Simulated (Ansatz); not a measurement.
# Phonons of As (Pm-3m, 1 atom in the cell) against volume, part 2 of 2

Does As (Pm-3m, 1 atom in the cell) expand much on heating, by its phonons?

Ansatz 0.2.0; DFT PBEsol, scalar-relativistic, plane waves, PAW.

So far, highest frequency on the path or at a solved wavevector (cm⁻¹): step 2 (phonons on a q mesh) 192.

This is not the structure that As takes at ambient pressure and room temperature (space group No. 166); it is a model or a phase of other conditions.

## (4) Phonons at the other volume, volume ratio 0.97 (continued)

Frequencies (cm⁻¹) solved at each irreducible wavevector; negative means imaginary. Frequencies by wavevector, by row:

```csv
q in reciprocal lattice units,star,mode 1,mode 2,mode 3
0 0 0,1,0,0,0
0 0 0.25,6,57.7,57.7,147.7
0 0 -0.5,3,65.8,65.8,171.6
0 0.25 0.25,12,80.9,140.7,173.6
0 0.25 -0.5,12,87.8,107.1,163.3
0 -0.5 -0.5,3,93.8,121.4,121.4
0.25 0.25 0.25,8,160.2,160.2,200.9
0.25 0.25 -0.5,12,50.9,163.9,186
0.25 -0.5 -0.5,6,47.8,47.8,172.4
-0.5 -0.5 -0.5,1,-181.9,-181.9,-181.9
```

The highest frequency on the path or at a solved wavevector is 200.9 cm⁻¹, +8.7 cm⁻¹ against the base run.

## (5) Relaxing at another volume, volume ratio 1.03

The volume is scaled by 1.03 and held; symmetry leaves nothing to relax, so this is a single point. The modes can then be followed against volume.

input.yaml reads:

```yaml
crystal:
  lattice:
    - [2.7151997492, 0.0, 0.0]
    - [0.0, 2.7151997492, 0.0]
    - [0.0, 0.0, 2.7151997492]
  atoms:
    - { symbol: As, position: [0.5, 0.5, 0.5] }
kpoints:
  mp_grid: { grid: [16, 16, 16] }
hamiltonian:
  xc: pbesol
scf:
  occupations: { method: methfessel_paxton, width: 0.15 }
output:
  forces: true
  stress: true
  eigenvalues: true
```

The run is started by

```bash
> ansatz run input.yaml --threads 4 --pin off --max-ram 7168MiB --backend cpu --events-out ev --progress --plain --runs-dir out
```

Numbers of over 12 decimals in the logs are rounded to 6 here.

Output:

```text
[...]
Crystal: 1 atoms, lattice volume = 20.017 Å³
Basis set: ecut = 420 eV, 389 PW (Γ), exchange–correlation on 40×40×40 points (8 copies of the dense FFT grid, shifted against one another)
Bands: 12, of which v1, the nominal top of the filled ones, is band 8 counted from 1 (7 counted from 0)
Symmetry: 48 space group operations
[...]
k-points: 165 of 4096
[...]
--- Band table (eV; the first three rows and the last of 165) ---
  k-point 0: bands = [... 4 lower, -24.5623, -3.5333, 15.4376, 15.4376, 15.4376, 19.9299, 19.9299, 21.6315]
  k-point 1: bands = [... 4 lower, -24.5623, -3.4620, 14.4786, 15.5004, 15.5004, 19.9956, 20.6181, 22.1019]
  k-point 2: bands = [... 4 lower, -24.5620, -3.2495, 12.6650, 15.6852, 15.6852, 20.1909, 21.2354, 23.8834]
  k-point 164: bands = [... 4 lower, -24.5217, 6.3044, 9.5545, 9.5545, 9.5545, 17.2953, 17.2953, 17.2953]
[key lines of the parts left out:]
SCF converged after 5 iterations
Free energy (F): -4812.941361 eV
Fermi energy:    11.355501 eV
P = ⅓ Tr σ = -2.5393 GPa (-25.393 kbar)
```

The job ended after 0.78 s (4 threads of Arm Neoverse V1, shared host; peak memory 0.31 GiB; 2.4 s of CPU time).

Numbers from this step:

| Item | Value |
| --- | --- |
| pressure | -2.539 GPa |
| volume per atom | 20.02 Å³ |

The run ends at a pressure of -2.54 GPa.

## (6) Phonons at the other volume, volume ratio 1.03

The phonons are repeated at this volume on the same k and q meshes.

input.yaml, the sections that differ from step 5:

```yaml
output:
  eigenvalues: true
phonons:
  method: dfpt
  qmesh: [4, 4, 4]
  temperatures: { t_max: 1000, t_step: 50 }
  qpath:
    path:
      - [[0.0, 0.0, 0.0], [0.0, 0.5, 0.0], [0.5, 0.5, 0.0], [0.0, 0.0, 0.0], [0.5, 0.5, 0.5], [0.0, 0.5, 0.0]]
      - [[0.5, 0.5, 0.5], [0.5, 0.5, 0.0]]
    npoints: 10
# crystal, kpoints, hamiltonian, scf: as in step 5
```

Output:

```text
[...]
Crystal: 1 atoms, lattice volume = 20.017 Å³
Basis set: ecut = 420 eV, 389 PW (Γ), exchange–correlation on 40×40×40 points (8 copies of the dense FFT grid, shifted against one another)
Bands: 12, of which v1, the nominal top of the filled ones, is band 8 counted from 1 (7 counted from 0)
Symmetry: 48 space group operations
k-points: 165 of 4096
[...]
k-point 164: bands = [... 4 lower, -24.5222, 6.3043, 9.5544, 9.5544, 9.5544, 17.2952, 17.2952, 17.2952]
[...]
ASR residual: 2.739e-5 → 0.000e0 eV/Å²; symmetrization residual: 2.001e-11 eV/Å²
  ASR residual per site (eV/Å²): 2.74e-5
  Γ frequencies (cm⁻¹): 0.00 0.00 0.00
--- Phonons (arbitrary-q DFPT): 10 irreducible q on the 4×4×4 mesh ---
[...]
interpolated dispersion: 62 rows × 3 modes
[...]
[key lines of the parts left out:]
SCF converged after 7 iterations
Free energy (F): -4812.941361 eV
Fermi energy:    11.355434 eV
```

Wall time 95 s (4 threads); peak memory 1.5 GiB; 6.1 min of CPU time.

This step gave:

* sum-rule residual before enforcement: 2.74e-5 eV/Å²
* lowest frequency on the path: -209.7 cm⁻¹
* highest frequency on the path or at a solved wavevector: 183.9 cm⁻¹
* lowest mode on the q mesh (acoustic modes at Γ apart): -209.7 cm⁻¹

The highest frequency on the path or at a solved wavevector is 183.9 cm⁻¹, -8.3 cm⁻¹ against the base run.

## (7) Grüneisen parameters

The Grüneisen parameter of a mode is minus the logarithmic change of its frequency with volume, −d ln ω / d ln V; weighted by heat capacity it gives the expansion.

Numbers from this step:

* bulk modulus: 92.1 GPa

The phonon branches at the labelled points (cm⁻¹):

```csv
point,branch 1,branch 2,branch 3
Γ,0,0,0
halfway,57,57,139
X,65,65,153
halfway,81,87,155
M,93,98,98
halfway,80,132,164
Γ,0,0,0
halfway,153,153,192
R,-196,-196,-196
halfway,-49,156,179
X,65,65,153
jump to R,-196,-196,-196
halfway,-51,-51,164
M,93,98,98
```

The same for volume x 0.97:

```csv
point,branch 1,branch 2,branch 3
Γ,0,0,0
X,66,66,172
M,94,121,121
Γ,0,0,0
R,-182,-182,-182
X,66,66,172
R,-182,-182,-182
M,94,121,121
```

The same for volume x 1.03:

```csv
point,branch 1,branch 2,branch 3
Γ,0,0,0
X,65,65,132
M,69,69,93
Γ,0,0,0
R,-210,-210,-210
X,65,65,132
R,-210,-210,-210
M,69,69,93
```

The first set of phonon branches as a text plot (rows in cm⁻¹):

```
    192 |                               *
    175 |                              * **         **
    158 |     ***   *      ****         *          ***   *   **
    141 |   **   * * *    *          *** **        *  * *      *
    124 |         *   *  *******           *          **    *
    107 |  *       *    **          ***           *    *        *
     90 |          **********  **          *          * *     ***
     73 | *   ***** **       ** *   *             *     **
     55 |   **                 *   *
     38 |* *                    ** *                 *
     21 |**                      *
      4 |                         *
    -13 |
    -30 |                                                  *
    -47 |                                           *        *
    -64 |                                   *
    -81 |                                          *
    -98 |                                   *               *
   -116 |                                        **
   -133 |
   -150 |                                        *         *
   -167 |                                    *  *
   -184 |                                       *         *
   -201 |                                     **
         Γ      X      M          Γ            R        X|R     M
```

## (8) Outcome

* bulk modulus: 92.1 GPa

What this shows: No expansion is given, because modes are imaginary at one volume or more. Branches are matched by rank, so values near crossings are rough. With no gap, or one that is small against the smearing, the frequencies hang on the k mesh and the smearing, most of all near Kohn anomalies.

[Logs are printed without paths, hosts, clocks, repeated set-up lines and the standing remarks that a program may print on its own settings, such as how far it seeks lower states.]

[Hosts, paths, dates, database ids (printed as entryN), source tags and the programs' standing remarks are cut or masked in the printed files.]
